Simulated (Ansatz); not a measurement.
## A hypothetical structure for MgMn2Si2

Starting from a made-up structure for MgMn2Si2, the aim is the relaxed cell, its shortest contacts and, where a second run follows, its electronic structure.

Method: DFT, PBE, plane-wave PAW, files of the set soft_1, scalar-relativistic, ferromagnetic start, cell and ions relaxed at zero pressure; PAW set soft_1, in the first sound run; inputs show where later runs differ, in Ansatz 0.2.0.

## 1. Set-up

It takes space group P-3m1 (No. 164, trigonal). The conventional cell has a = 3.948 Å, b = 3.948 Å, c = 6.450 Å, α = 90.00°, β = 90.00°, γ = 120.00°. Nearest to Mn lie 4 Si at 2.44 to 2.54 Å. Nearest to Si lie 4 Mn at 2.44 to 2.54 Å and 3 Mg at 2.74 Å. Nearest to Mg lie 6 Si at 2.74 Å. Farther neighbours are not listed.

## 2. Relaxation of the guess

The guess takes its coordinates from another compound and its volume from a rule, so the cell and any free coordinates are relaxed together.

The input, input.yaml:

```yaml
crystal:
  lattice:
    - [3.948, 0.0, 0.0]
    - [-1.974, 3.419068294, 0.0]
    - [0.0, 0.0, 6.45]
  atoms:
    - { symbol: Mn, position: [0.666666667, 0.333333333, 0.3703], spin: 4.0 }
    - { symbol: Mn, position: [0.333333333, 0.666666667, 0.6297], spin: 4.0 }
    - { symbol: Si, position: [0.666666667, 0.333333333, 0.7647] }
    - { symbol: Si, position: [0.333333333, 0.666666667, 0.2353] }
    - { symbol: Mg, position: [0.0, 0.0, 0.0] }
magnetization:
  spin_polarized: true
kpoints:
  mp_grid: { grid: [8, 8, 4] }
scf:
  occupations: { method: fermi_dirac, width: 0.05 }
hamiltonian:
  xc: pbe
  pseudopotentials: { kind: paw, azcp: { folder: soft_1 } }
relax:
  f_tol: 0.015
  max_steps: 70
  cell: {}
output:
  forces: true
  stress: true
```

Run with:

```sh
$ ansatz run input.yaml --threads 4 --pin off --max-ram 8192MiB --backend cpu --events-out ev --progress --plain --runs-dir out
```

Numbers of over 12 decimals in the logs are rounded to 6 here.

What it wrote:

```text
Engine: ansatz 0.2.0, aarch64-unknown-linux-gnu
Pseudopotentials: kind: paw
Pseudopotential: Mn, paw, valence charge 15, recommended cutoff 420 eV (normal), soft_1/Mn.paw.azcp
Pseudopotential: Si, paw, valence charge 4, recommended cutoff 420 eV (normal), soft_1/Si.paw.azcp
Pseudopotential: Mg, paw, valence charge 10, recommended cutoff 420 eV (normal), soft_1/Mg.paw.azcp
Functional definition: PBE
  parameter kappa = 0.804
  parameter beta = 0.066725
  exchange = pbe_x(kappa = kappa, mu = beta*pi^2/3)
  correlation = pbe_c(beta = beta)
Crystal: 5 atoms, lattice volume = 87.065 Å³
Basis set: ecut = 420 eV, 1737 PW (Γ), exchange–correlation on 54×54×90 points (8 copies of the dense FFT grid, shifted against one another)
Bands: 34, of which v1, the nominal top of the filled ones, is band 24 counted from 1 (23 counted from 0)
Symmetry: 12 space group operations
Space group: P-3m1 (ITA 164), of the structure as read, at distance tolerance 4.4e-5 Å
Magnetic group: BNS 164.85 (UNI 1315), of the structure as read, at distance tolerance 4.4e-5 Å
k-points: 35 of 256
Non-local potential: Mn, projectors of the file, l = 0: 3, l = 1: 2, l = 2: 3, l = 3: 1
Non-local potential: Si, projectors of the file, l = 0: 2, l = 1: 2, l = 2: 1
Non-local potential: Mg, projectors of the file, l = 0: 3, l = 1: 2, l = 2: 1
PAW form: soft (Blöchl's): semilocal exchange-correlation on the pseudo side does not see the compensation charge
PAW one-centre angular grid: Mn, 590 points (default); XC on 64 Gauss nodes
PAW one-centre angular grid: Si, 110 points (default); XC on 64 Gauss nodes
PAW one-centre angular grid: Mg, 110 points (default); XC on 64 Gauss nodes
Initial density: superposition of atomic densities (chi_scale 0.1, normalization cell)
Starting moments: Σ|m| = 8 μB on 2 of 5 sites
Initial wavefunctions: pseudopotential atomic-orbital guess
Functional: x = pbe(κ = 0.804, μ = 0.219515), c = pbe(β = 0.066725)
SCF iter   1: F=—  HF=-10991.540446 eV  |F-HF|=—  |Δ(HF+E_count)|=         —  Δρ=2.37e-2 (↑2.37e-2 ↓2.21e-2)  dr2=1.83e0  dr2_m=1.98e-1  M=6.800 μB ∫|m|=7.643 μB  β_m=0.30  ethr=3.10e-3  ⟨swp⟩=6.8  Hψ=10135  notcnv=0
Mixer restart at iter 1: flushing history
preconditioner: auto → Kerker (q_TF=auto, 2.471 Å⁻¹)  [metal: Δε(μ)=0.028 eV  Ē_g=6.679 eV  σ=0.050 eV  W_gap=0.14  n_scr=22 (ndim 8)  ℏωp=19.5 eV  f_vac=0.000  D(μ)=2.31/eV (n_scr^D=22)]
spin=Collinear: Kerker preconditioning applied to the charge; magnetization (m = ρ↑ − ρ↓) channel mixes plain (no charge-response kernel on spin).
SCF iter   2: F=—  HF=-10991.470156 eV  |F-HF|=—  |Δ(HF+E_count)|=   7.03e-2  Δρ=2.07e-2 (↑1.29e-2 ↓2.07e-2)  dr2=1.40e0  dr2_m=1.11e-1  M=6.682 μB ∫|m|=7.594 μB  β_m=0.60  ethr=3.10e-3  ⟨swp⟩=2.0  Hψ=3417  notcnv=0  defer=138
SCF iter   3: F=—  HF=-10991.921776 eV  |F-HF|=—  |Δ(HF+E_count)|=   4.52e-1  Δρ=1.74e-2 (↑7.75e-3 ↓1.74e-2)  dr2=9.31e-1  dr2_m=8.44e-2  M=6.386 μB ∫|m|=7.402 μB  β_m=0.73  ethr=2.92e-3  ⟨swp⟩=2.0  Hψ=2863  notcnv=0  defer=160
SCF iter   4: F=—  HF=-10992.084297 eV  |F-HF|=—  |Δ(HF+E_count)|=   1.63e-1  Δρ=9.34e-3 (↑3.95e-3 ↓9.34e-3)  dr2=2.62e-1  dr2_m=1.86e-2  M=6.025 μB ∫|m|=7.089 μB  β_m=0.76  ethr=1.94e-3  ⟨swp⟩=2.3  Hψ=3124  notcnv=0  defer=165
SCF iter   5: F=—  HF=-10992.184191 eV  |F-HF|=—  |Δ(HF+E_count)|=         —  Δρ=2.71e-2 (↑2.71e-2 ↓1.50e-2)  dr2=1.28e-1  dr2_m=3.46e-1  M=4.974 μB ∫|m|=6.177 μB  β_m=0.76  ethr=5.47e-4  ⟨swp⟩=3.4  Hψ=4653  notcnv=0  defer=167
Mixer restart at iter 5: flushing history
SCF iter   6: F=—  HF=-10992.147066 eV  |F-HF|=—  |Δ(HF+E_count)|=   3.71e-2  Δρ=7.54e-3 (↑2.84e-3 ↓7.54e-3)  dr2=6.29e-2  dr2_m=8.43e-3  M=4.980 μB ∫|m|=6.214 μB  β_m=0.77  ethr=2.66e-4  ⟨swp⟩=2.5  Hψ=4630  notcnv=0  defer=171
SCF iter   7: F=—  HF=-10992.165857 eV  |F-HF|=—  |Δ(HF+E_count)|=   1.88e-2  Δρ=1.44e-2 (↑1.44e-2 ↓5.20e-3)  dr2=6.28e-2  dr2_m=7.21e-2  M=4.700 μB ∫|m|=5.937 μB  β_m=0.74  ethr=1.31e-4  ⟨swp⟩=2.4  Hψ=5097  notcnv=0  defer=178
SCF iter   8: F=—  HF=-10992.138083 eV  |F-HF|=—  |Δ(HF+E_count)|=   2.78e-2  Δρ=1.36e-3 (↑3.76e-4 ↓1.36e-3)  dr2=3.76e-3  dr2_m=4.42e-4  M=4.692 μB ∫|m|=5.945 μB  β_m=0.87  ethr=1.31e-4  ⟨swp⟩=2.1  Hψ=4115  notcnv=0  defer=179
SCF iter   9: F=—  HF=-10992.137083 eV  |F-HF|=—  |Δ(HF+E_count)|=   1.00e-3  Δρ=7.88e-4 (↑2.13e-4 ↓7.88e-4)  dr2=3.06e-4  dr2_m=1.61e-4  M=4.657 μB ∫|m|=5.904 μB  β_m=0.91  ethr=7.84e-6  ⟨swp⟩=1.8  Hψ=3139  notcnv=0  defer=179
SCF iter  10: F=—  HF=-10992.137596 eV  |F-HF|=—  |Δ(HF+E_count)|=   5.13e-4  Δρ=2.84e-4 (↑8.16e-5 ↓2.84e-4)  dr2=7.83e-5  dr2_m=1.34e-5  M=4.673 μB ∫|m|=5.919 μB  β_m=0.96  ethr=6.37e-7  ⟨swp⟩=2.2  Hψ=3287  notcnv=0  defer=179
SCF iter  11: F=—  HF=-10992.137669 eV  |F-HF|=—  |Δ(HF+E_count)|=   7.30e-5  Δρ=7.90e-5 (↑3.98e-5 ↓7.90e-5)  dr2=3.23e-6  dr2_m=2.47e-6  M=4.681 μB ∫|m|=5.927 μB  β_m=0.98  ethr=1.63e-7  ⟨swp⟩=2.0  Hψ=3061  notcnv=0  defer=179
SCF iter  12: F=—  HF=-10992.137671 eV  |F-HF|=—  |Δ(HF+E_count)|=   1.32e-6  Δρ=1.25e-5 (↑1.25e-5 ↓6.80e-6)  dr2=2.04e-7  dr2_m=3.13e-8  M=4.683 μB ∫|m|=5.929 μB  β_m=0.89  ethr=6.72e-9  ⟨swp⟩=2.0  Hψ=3945  notcnv=0  defer=179
SCF iter  13: F=—  HF=-10992.137671 eV  |F-HF|=—  |Δ(HF+E_count)|=   8.23e-8  Δρ=3.79e-6 (↑3.73e-6 ↓3.79e-6)  dr2=6.42e-8  dr2_m=7.83e-10  M=4.683 μB ∫|m|=5.929 μB  β_m=0.94  ethr=4.25e-10  ⟨swp⟩=2.0  Hψ=3149  notcnv=0  defer=179
SCF iter  14: F=-10992.137671 eV  HF=-10992.137671 eV  |F-HF|=9.28e-10  |Δ(HF+E_count)|=   1.22e-8  Δρ=1.32e-6 (↑1.32e-6 ↓7.44e-7)  dr2=2.71e-9  dr2_m=4.86e-10  M=4.683 μB ∫|m|=5.929 μB  ethr=1.34e-10  ⟨swp⟩=2.0  Hψ=6441  notcnv=0
SCF 1 converged in 14 iterations: F = -10992.137671 eV  dr2 = 2.71e-9
  greatest PAW one-centre occupation: 1.000 electrons in one spin orbital (limit 2), on the Mn atom at site 1 (counted from 0), in its partial waves of l = 0
relax step   1: F+E_penalty+E_count = -10992.13767069 eV  Δ(F+E_penalty+E_count) = +0.000e0 eV  max|allowed force component| = 1.548e0 eV/Å  Δτ_max = 0.0000 Å  P = -5.616 GPa  Ω = 87.065 Å³  (14 SCF iters, dr2 threshold 1.00e-7 eV, accepted)
Crystal: 5 atoms, lattice volume = 85.019 Å³
Basis set: ecut = 420 eV, 1701 PW (Γ), exchange–correlation on 54×54×90 points (8 copies of the dense FFT grid, shifted against one another)
Initial density: handed on by an earlier stage of this run
Starting moments: Σ|m| = 8 μB on 2 of 5 sites; this step starts from the density that it was given
Initial wavefunctions: those handed on with the density
iter 1 solved again at ethr=2.76e-4 eV; its pass at ethr=3.10e-3 eV (dr2=1.32e-1 eV) is discarded
[...]
SCF iter   9: F=—  HF=-10992.551962 eV  |F-HF|=—  |Δ(HF+E_count)|=   5.13e-7  Δρ=7.10e-6 (↑7.10e-6 ↓3.35e-6)  dr2=1.28e-7  dr2_m=6.30e-9  M=4.150 μB ∫|m|=4.911 μB  β_m=0.97  ethr=7.44e-9  ⟨swp⟩=2.1  Hψ=2755  notcnv=0  defer=42
SCF iter  10: F=-10992.551962 eV  HF=-10992.551962 eV  |F-HF|=3.27e-8  |Δ(HF+E_count)|=   1.45e-8  Δρ=3.56e-6 (↑3.06e-6 ↓3.56e-6)  dr2=4.62e-8  dr2_m=1.45e-10  M=4.150 μB ∫|m|=4.911 μB  ethr=2.67e-10  ⟨swp⟩=1.9  Hψ=7077  notcnv=0
SCF 3 converged in 10 iterations: F = -10992.551962 eV  dr2 = 4.62e-8
relax step   3: F+E_penalty+E_count = -10992.55196183 eV  Δ(F+E_penalty+E_count) = -7.434e-2 eV  max|allowed force component| = 3.517e-1 eV/Å  Δτ_max = 0.0953 Å  P = +3.383 GPa  Ω = 79.926 Å³  energy of the carried Pulay correction = +3.869e-3 eV  (10 SCF iters, dr2 threshold 5.00e-7 eV, accepted)
[...]
relax step   4: F+E_penalty+E_count = -10992.58223767 eV  Δ(F+E_penalty+E_count) = -3.028e-2 eV  max|allowed force component| = 2.031e-2 eV/Å  Δτ_max = 0.0220 Å  P = +0.112 GPa  Ω = 82.100 Å³  energy of the carried Pulay correction = +2.656e-3 eV  (10 SCF iters, dr2 threshold 5.00e-7 eV, accepted)
[...]
relax step   5: F+E_penalty+E_count = -10992.58281242 eV  Δ(F+E_penalty+E_count) = -5.747e-4 eV  max|allowed force component| = 1.414e-2 eV/Å  Δτ_max = 0.0029 Å  P = +0.014 GPa  Ω = 82.104 Å³  energy of the carried Pulay correction = +2.654e-3 eV  (8 SCF iters, dr2 threshold 2.28e-7 eV, accepted)
[...]
relax step   6: F+E_penalty+E_count = -10992.58293333 eV  Δ(F+E_penalty+E_count) = -1.209e-4 eV  max|allowed force component| = 3.784e-3 eV/Å  Δτ_max = 0.0044 Å  P = -0.006 GPa  Ω = 82.059 Å³  energy of the carried Pulay correction = +2.679e-3 eV  (11 SCF iters, accepted)
Initial wavefunctions: pseudopotential atomic-orbital guess (no wavefunctions were taken with the density)
iter 1 solved again at ethr=2.09e-7 eV; its pass at ethr=3.10e-3 eV (dr2=1.00e-4 eV) is discarded
SCF iter   1: F=—  HF=-10992.580170 eV  |F-HF|=—  |Δ(HF+E_count)|=         —  Δρ=7.13e-5 (↑6.69e-5 ↓7.13e-5)  dr2=1.07e-5  dr2_m=7.13e-8  M=4.252 μB ∫|m|=5.112 μB  β_m=0.65  ethr=2.09e-7  ⟨swp⟩=3.2  Hψ=16327  notcnv=0
preconditioner: auto → none  [metal: Δε(μ)=0.053 eV  Ē_g=6.484 eV  σ=0.050 eV  W_gap=0.26  n_scr=8 (ndim 8)  ℏωp=20.1 eV  f_vac=0.000  D(μ)=2.65/eV (n_scr^D=22)]
SCF iter   2: F=—  HF=-10992.580170 eV  |F-HF|=—  |Δ(HF+E_count)|=   3.02e-7  Δρ=7.08e-5 (↑7.08e-5 ↓2.97e-5)  dr2=1.13e-5  dr2_m=4.91e-7  M=4.252 μB ∫|m|=5.113 μB  β_m=0.38  ethr=2.23e-8  ⟨swp⟩=2.0  Hψ=3244  notcnv=0
SCF iter   3: F=—  HF=-10992.580171 eV  |F-HF|=—  |Δ(HF+E_count)|=   1.47e-6  Δρ=2.28e-5 (↑2.15e-5 ↓2.28e-5)  dr2=5.41e-7  dr2_m=1.20e-8  M=4.252 μB ∫|m|=5.112 μB  β_m=0.42  ethr=2.23e-8  ⟨swp⟩=2.2  Hψ=3259  notcnv=0
SCF iter   4: F=—  HF=-10992.580173 eV  |F-HF|=—  |Δ(HF+E_count)|=   1.48e-6  Δρ=9.62e-6 (↑7.53e-6 ↓9.62e-6)  dr2=9.93e-8  dr2_m=1.30e-8  M=4.252 μB ∫|m|=5.112 μB  β_m=0.63  ethr=1.13e-9  ⟨swp⟩=2.2  Hψ=3472  notcnv=0
SCF iter   5: F=—  HF=-10992.580174 eV  |F-HF|=—  |Δ(HF+E_count)|=   1.07e-6  Δρ=8.30e-6 (↑3.96e-6 ↓8.30e-6)  dr2=1.13e-7  dr2_m=5.36e-9  M=4.251 μB ∫|m|=5.112 μB  β_m=0.69  ethr=2.07e-10  ⟨swp⟩=2.0  Hψ=3271  notcnv=0
SCF iter   6: F=—  HF=-10992.580174 eV  |F-HF|=—  |Δ(HF+E_count)|=   6.86e-7  Δρ=5.77e-6 (↑5.77e-6 ↓3.91e-6)  dr2=2.77e-8  dr2_m=1.57e-8  M=4.251 μB ∫|m|=5.112 μB  β_m=0.69  ethr=2.07e-10  ⟨swp⟩=2.5  Hψ=4156  notcnv=0
SCF iter   7: F=—  HF=-10992.580174 eV  |F-HF|=—  |Δ(HF+E_count)|=   7.92e-8  Δρ=1.53e-6 (↑1.53e-6 ↓5.50e-7)  dr2=2.32e-9  dr2_m=5.17e-10  M=4.251 μB ∫|m|=5.111 μB  β_m=0.69  ethr=5.76e-11  ⟨swp⟩=3.0  Hψ=4268  notcnv=0
SCF iter   8: F=—  HF=-10992.580174 eV  |F-HF|=—  |Δ(HF+E_count)|=   6.81e-9  Δρ=6.09e-7 (↑6.09e-7 ↓3.32e-7)  dr2=8.30e-10  dr2_m=2.44e-11  M=4.251 μB ∫|m|=5.111 μB  β_m=0.76  ethr=4.83e-12  ⟨swp⟩=2.5  Hψ=3592  notcnv=0
SCF iter   9: F=—  HF=-10992.580174 eV  |F-HF|=—  |Δ(HF+E_count)|=   2.74e-9  Δρ=1.58e-7 (↑1.58e-7 ↓1.03e-7)  dr2=6.16e-11  dr2_m=1.02e-12  M=4.251 μB ∫|m|=5.111 μB  β_m=0.84  ethr=1.73e-12  ⟨swp⟩=2.0  Hψ=3754  notcnv=0
SCF iter  10: F=—  HF=-10992.580174 eV  |F-HF|=—  |Δ(HF+E_count)|=  2.27e-10  Δρ=3.76e-8 (↑3.76e-8 ↓2.47e-8)  dr2=3.85e-12  dr2_m=4.61e-14  M=4.251 μB ∫|m|=5.111 μB  β_m=0.82  ethr=1.00e-12  ⟨swp⟩=2.0  Hψ=2923  notcnv=0
SCF iter  11: F=-10992.580174 eV  HF=-10992.580174 eV  |F-HF|=1.27e-11  |Δ(HF+E_count)|=  1.09e-11  Δρ=5.46e-8 (↑5.27e-8 ↓5.46e-8)  dr2=1.20e-11  dr2_m=8.93e-15  M=4.251 μB ∫|m|=5.111 μB  ethr=1.00e-12  ⟨swp⟩=3.0  Hψ=7158  notcnv=0
SCF 7 converged in 11 iterations: F = -10992.580174 eV  dr2 = 1.20e-11
relax step   7: F+E_penalty+E_count = -10992.58017442 eV  Δ(F+E_penalty+E_count) = +2.759e-3 eV  max|allowed force component| = 3.331e-3 eV/Å  Δτ_max = 0.0000 Å  P = -0.004 GPa  Ω = 82.059 Å³  stress off target by 2.08e-2 GPa  SCF on the basis re-selected at this cell (its energy is not comparable with the rows above)  (11 SCF iters)
basis re-selected at this cell: Δ(F+E_penalty+E_count) = +2.759e-3 eV, ΔP = +0.002 GPa vs the last step (what re-selecting the basis moved, of the pressure what is left beyond the Pulay correction that the steps carried, after the strain that the cell walked since its last selection, with what the two solves' SCF thresholds leave and, on support functions, any second-order correction that the steps lacked; it is no m [...]
SCF converged after 11 iterations
Magnetization: 4.2513 μB (26.1256 up, 21.8744 down)
Absolute magnetization: 5.1119 μB (∫|ρ↑−ρ↓|, with the PAW one-centre terms)
Spin contamination: 0.2265 ħ² per cell (⟨S²⟩ above its minimum at these occupations)
Per-site moments (μB) at R_I (Å): [(2.097956, 0.961946), (2.097956, 0.961946), (-0.109759, 0.961946), (-0.109759, 0.961946), (-0.016637, 1.148377)]
Free energy (F): -10992.580174 eV
Harris-Foulkes:  -10992.580174 eV  (|F-HF|=1.27e-11)
Internal energy: -10992.557157 eV  (E = F + TS)
E sigma→0 (E₀):  -10992.568666 eV
Entropy (-TS):   -0.023018 eV (-4.604 meV/atom)
Fermi energy:    9.701107 eV
--- Per-component energies (eV) ---
  E_band       = -900.071657
  E_kinetic    = 791.090113
  E_local      = -7193.290384  (includes V_loc(G=0)·N_el)
  E_nonlocal   = 1159.428847
  E_hartree    = 2750.952541
  E_xc         = -358.724644
  E_vxc        = -410.021055  (∫ρ·V_xc dr)
  E_paw        = -3980.079500  (= ΣΔE_a)
  E_vpaw       = -749.184091  (= ΣTr[D̂ρ^β])
  E_aug_tail   = 0.000138  (compensation charges beyond the density's cutoff)
  E_ewald      = -4161.934269
  E_smearing   = -0.023018  (= −TS)
  E_closure    = -0.000000  (closes the sum)
  Σ components = -10992.580174   (vs F -10992.580174, Δ=0.00e0)
--- Forces (eV/Å), atoms counted from 1 ---
  atom   1  Mn    -0.00000000     0.00000000     0.00100880
  atom   2  Mn     0.00000000    -0.00000000    -0.00100880
  atom   3  Si    -0.00000000     0.00000000    -0.00333135
  atom   4  Si     0.00000000    -0.00000000     0.00333135
  atom   5  Mg    -0.00000000    -0.00000000     0.00000000
  max |Σ_I F_I| component: 2.63e-31 eV/Å
--- Stress (GPa, compression-positive) ---
        0.005063       0.000000       0.000000
        0.000000       0.005063      -0.000000
        0.000000      -0.000000      -0.020819
  P = ⅓ Tr σ = -0.0036 GPa (-0.036 kbar)
--- Relaxed structure (6 steps of the walk, 6 accepted, 1 SCFs on fresh bases) ---
  F+E_penalty+E_count = -10992.58017442 eV   max|allowed force component| = 3.331e-3 eV/Å   (the final SCF, on the basis selected at the relaxed cell)
  cell:  # Å, volume = 82.0592 Å³
    - [3.913238, 0, 0]
    - [-1.956619, 3.388963, 0]
    - [0, 0, 6.187627]
  atoms:
    - { symbol: Mn, position: [0.666667, 0.333333, 0.356241] }
    - { symbol: Mn, position: [0.333333, 0.666667, 0.643759] }
    - { symbol: Si, position: [0.666667, 0.333333, 0.737118] }
    - { symbol: Si, position: [0.333333, 0.666667, 0.262882] }
    - { symbol: Mg, position: [0, 0, 0] }
```

The job ended after 23 s (4 threads of Arm Neoverse V2, shared host; peak memory 0.49 GiB).

Step by step:

| step | energy less that of the first step (eV) | largest force component (eV/Å) | pressure (GPa) | volume (Å³) |
| --- | --- | --- | --- | --- |
| 1 | 0.0000 | 1.5483 | -5.62 | 87.07 |
| 2 | -0.3399 | 0.7411 | -3.72 | 85.02 |
| 3 | -0.4143 | 0.3517 | 3.38 | 79.93 |
| 4 | -0.4446 | 0.0203 | 0.11 | 82.10 |
| 5 | -0.4451 | 0.0141 | 0.01 | 82.10 |
| 6 | -0.4453 | 0.0038 | -0.01 | 82.06 |
| 7* | -0.4425 | 0.0033 | 0.00 | 82.06 |

Relaxation steps marked * repeat the geometry before them on a plane-wave basis chosen anew for their cell, so energy and pressure can jump there.

Forces are held to the 12 operations that the run works with; a distortion that breaks them can't arise in this run.

| conventional cell, symmetrised | before | after | change |
| --- | --- | --- | --- |
| a (Å) | 3.948 | 3.913 | -0.9 % |
| b (Å) | 3.948 | 3.913 | -0.9 % |
| c (Å) | 6.450 | 6.188 | -4.1 % |
| volume (Å³/atom) | 17.41 | 16.41 | -5.7 % |

The atoms that moved most (Å, as changes of fractional coordinates times the final cell):

| atom | dx | dy | dz | length |
| --- | --- | --- | --- | --- |
| Si4 | 0.000 | 0.000 | 0.171 | 0.171 |
| Si3 | 0.000 | 0.000 | -0.171 | 0.171 |
| Mn2 | 0.000 | 0.000 | 0.087 | 0.087 |
| Mn1 | 0.000 | 0.000 | -0.087 | 0.087 |

Final coordinates:

```xyz
5
Lattice="3.9132 0.0000 0.0000 -1.9566 3.3890 0.0000 0.0000 0.0000 6.1876" Properties=species:S:1:pos:R:3 pbc="T T T"
Mn    1.9566    1.1297    2.2043
Mn    0.0000    2.2593    3.9833
Si    1.9566    1.1297    4.5610
Si    0.0000    2.2593    1.6266
Mg    0.0000    0.0000    0.0000
```

This step gave:

```
free energy             : -10992.5802 eV
energy at zero smearing : -10992.5687 eV
smearing term TS        : 0.02302 eV
Fermi energy            : 9.701 eV
magnetization           : 4.251 μB
absolute magnetization  : 5.112 μB
site moments            : 2.098, 2.098, -0.1098, -0.1098, -0.01664 μB
electrons               : 48
symmetry operations     : 12
pressure                : -0.003564 GPa
```

Site moment by atom:

| atom | site moment (μB) |
| --- | --- |
| Mn1 | 2.10 |
| Mn2 | 2.10 |
| Si3 | -0.11 |
| Si4 | -0.11 |
| Mg5 | -0.02 |

The shortest distance of each pair, which need not be the same contact before and after:

| pair | guess (Å) | relaxed (Å) |
| --- | --- | --- |
| Mn–Si | 2.440 | 2.332 |
| Mg–Si | 2.738 | 2.784 |
| Mn–Mn | 2.828 | 2.876 |
| Mg–Mn | 3.302 | 3.156 |
| Si–Si | 3.796 | 3.703 |

The relaxation ends with a largest force component of 0.0033 eV/Å and a pressure of 0.00 GPa.

(Continued in part 2 of 2.)

[Logs are printed without paths, hosts, clocks, repeated set-up lines and the standing remarks that a program may print on its own settings, such as how far it seeks lower states.]

[Hosts, paths, dates, database ids (printed as entryN), source tags and the programs' standing remarks are cut or masked in the printed files.]
